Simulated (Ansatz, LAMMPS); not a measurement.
# Glassy 71P2O5-6Al2O3-18BaO-6Fe2O3 (mol %) (100 atoms) in motion, part 2 of 2

Aim: follow glassy 71P2O5-6Al2O3-18BaO-6Fe2O3 (mol %) (100 atoms) for a short time with forces from DFT, then look at structure and electrons in the last frame.

Ansatz 0.2.0; Kohn-Sham DFT, LDA, PAW (set soft_2), plane waves.

The cell: 24 P, 2 Al, 3 Ba, 2 Fe and 69 O. The quench rate of 10 K/ps is orders of magnitude faster than experiment. The starting topology of bonds comes from the classical model. Without a Hubbard term or exact exchange, open shells on Fe are likely too delocalised. Sampling is at Γ alone, for a cell whose shortest periodic width is 11 Å.

So far, density (g/cm³): step 4 (structure statistics late in the run) 2.86.

## Step 5: Single point at the last frame (continued)

Neighbours are counted within 2.11 Å (O-P), 3.29 Å (O-Ba), 2.23 Å (O-Al), 2.38 Å (O-Fe), the cutoffs taken from the dynamics.

Length of the force by element and coordination:

```
element  coordination  atoms  mean length of the force (eV/Å)  spread  least   most
     Al           all      2                             1.02  0.0106   1.01   1.03
     Al             4      1                             1.03       0   1.03   1.03
     Al             5      1                             1.01       0   1.01   1.01
     Ba           all      3                            0.856   0.160  0.634   1.00
     Ba             5      1                            0.634       0  0.634  0.634
     Ba             6      1                             1.00       0   1.00   1.00
     Ba             7      1                            0.928       0  0.928  0.928
     Fe           all      2                             1.44  0.0925   1.34   1.53
     Fe             4      1                             1.34       0   1.34   1.34
     Fe             5      1                             1.53       0   1.53   1.53
      O           all     69                             1.76    1.02  0.284   5.47
      O             1     11                             2.10    1.02  0.434   4.57
      O             2     53                             1.72    1.03  0.284   5.47
      O             3      5                             1.42   0.557  0.533   2.27
      P           all     24                             3.06    1.35   1.12   6.66
```

Magnetic moments by element and coordination:

```
element  coordination  atoms  mean moment (μB)  spread    least     most
     Al           all      2                 0       0  -1.0e-4        0
     Al             4      1                 0       0        0        0
     Al             5      1           -1.0e-4       0  -1.0e-4  -1.0e-4
     Ba           all      3           -6.0e-4  7.0e-4  -0.0015  -1.0e-4
     Ba             5      1           -1.0e-4       0  -1.0e-4  -1.0e-4
     Ba             6      1           -1.0e-4       0  -1.0e-4  -1.0e-4
     Ba             7      1           -0.0015       0  -0.0015  -0.0015
     Fe           all      2             -3.42  0.0224    -3.44    -3.40
     Fe             4      1             -3.40       0    -3.40    -3.40
     Fe             5      1             -3.44       0    -3.44    -3.44
      O           all     69           -0.0196  0.0376   -0.186   2.0e-4
      O             1     11           -0.0151  0.0275  -0.0959  -2.0e-4
      O             2     53           -0.0217  0.0407   -0.186   2.0e-4
      O             3      5           -0.0072  0.0061  -0.0154  -2.0e-4
      P           all     24           -0.0016  0.0026    -0.01   0.0016
```

States in the cell by windows of 1 eV, zero at the Fermi level; the larger projections on atomic orbitals stand beside the total:

```
from (eV)  to (eV)  total up  total down   O p  P p  O s
      -18      -17       6.4         6.7   0.6  2.6  9.6
      -17      -16       1.0         0.5   0.1  0.3  1.2
      -16      -15       0.0         0.0   0.0  0.0  0.0
      -15      -14       0.6         0.6   0.6  0.1  0.2
      -14      -13       1.9         2.0   2.2  0.5  0.5
      -13      -12       4.8         4.8   5.5  1.3  1.2
      -12      -11      10.6        10.7   7.1  1.8  1.0
      -11      -10       9.6         9.8   8.8  2.4  1.0
      -10       -9       8.2         8.4  10.8  2.8  0.9
       -9       -8       8.1         8.7  11.3  2.7  1.0
       -8       -7      10.4        10.0  14.4  2.5  1.6
       -7       -6      15.9        17.2  24.4  3.1  3.1
       -6       -5      25.2        26.5  40.3  3.9  3.8
       -5       -4      31.0        32.0  52.7  3.0  2.8
       -4       -3      30.5        30.4  53.3  2.0  1.7
       -3       -2      31.7        33.2  58.3  1.8  0.9
       -2       -1      19.2        22.4  37.5  1.2  0.4
       -1        0       8.4         9.5  16.0  0.3  0.2
        0        1       6.9         0.0   1.3  0.1  0.1
        1        2       2.2         0.0   0.4  0.0  0.1
        2        3       1.8         0.9   0.3  0.1  0.5
        3        4       1.9         2.1   0.6  0.5  0.7
        4        5      10.1        10.4   3.7  3.6  2.5
```

Between -26 and -18 eV lie 126 more states.

About 19 of the 602 electrons lie in deeper levels, below the stored range.

The levels nearest the highest filled one (over half full), pooled over k-points and spins:

```
level less the highest filled one (eV)  occupation
                                -0.549           1
                                 -0.47           1
                                -0.391           1
                                -0.255       0.998
                                -0.237       0.997
                                     0       0.756
                                 0.115       0.236
                                 0.277       0.012
                                 0.447           0
                                 0.677           0
                                 0.780           0
                                 0.843           0
```

The cell holds a total moment of -9.99 μB; no search proves this magnetic order the lowest.

## Step 6: Summary of results

| Property | Result |
| --- | --- |
| mean temperature, second half | 823.8 K |
| temperature swing, second half | 34.05 K |
| mean pressure, second half | -3.849 GPa |
| slope of the conserved energy against time, by least squares | 0.1199 meV/atom/ps |
| free energy per atom | -829.7095 eV/atom |
| pressure | -6.737 GPa |
| r.m.s. force component | 1.367 eV/Å |
| wall time of the 3 DFT runs | 55 min |

In words: Over the second half of 80 fs the temperature averages 824 K with swings of 34 K r.m.s. The conserved energy stays within 0.18 meV/atom. The count of bonds goes from 131 in the first frame to 132 in the last, by one set of cutoffs: 1 pairs passed out of them and 2 came within. The run spans 0.08 ps, too short for its means to be equilibrium values. Counting bonds as in the table, 50 % of Al atoms have 4 and as many 5, 50 % of Fe atoms have 4 and as many 5 and 77 % of O atoms have 2 bonded neighbours. Counting bonds to P and Al alone, not to Fe, 52 % of the oxygens join two of these atoms and 48 % one. 2 levels are partly filled, by over 2 % (at Γ alone): no clear gap opens at this level. Levels of broken or missing bonds inside a gap of the host would look the same.

The cell holds a total moment of -9.99 μB; no search proves this magnetic order the lowest.

**Limits.** In the spin-polarised runs the search for a state of lower energy was switched off. The network of bonds at the start is that of the classical potential that made the cell; in DFT 1 of its 131 bonded pairs passed out of the cutoffs and 2 came within them. The run was spin polarised, started with 2 parallel moments, ending at -10.0 μB in the cell; that starting order needn't be the real material's, and it bears on forces, charges and levels. The stress is far from hydrostatic: its diagonal is -8.6, -4.1, -7.5 GPa, compression counted positive. The pressure of -6.7 GPa is that of one thermal frame at a volume set beforehand, without the kinetic term.

[Logs are printed without paths, hosts, clocks, repeated set-up lines and the standing remarks that a program may print on its own settings, such as how far it seeks lower states.]

[Hosts, paths, dates, database ids (printed as entryN), source tags and the programs' standing remarks are cut or masked in the printed files.]
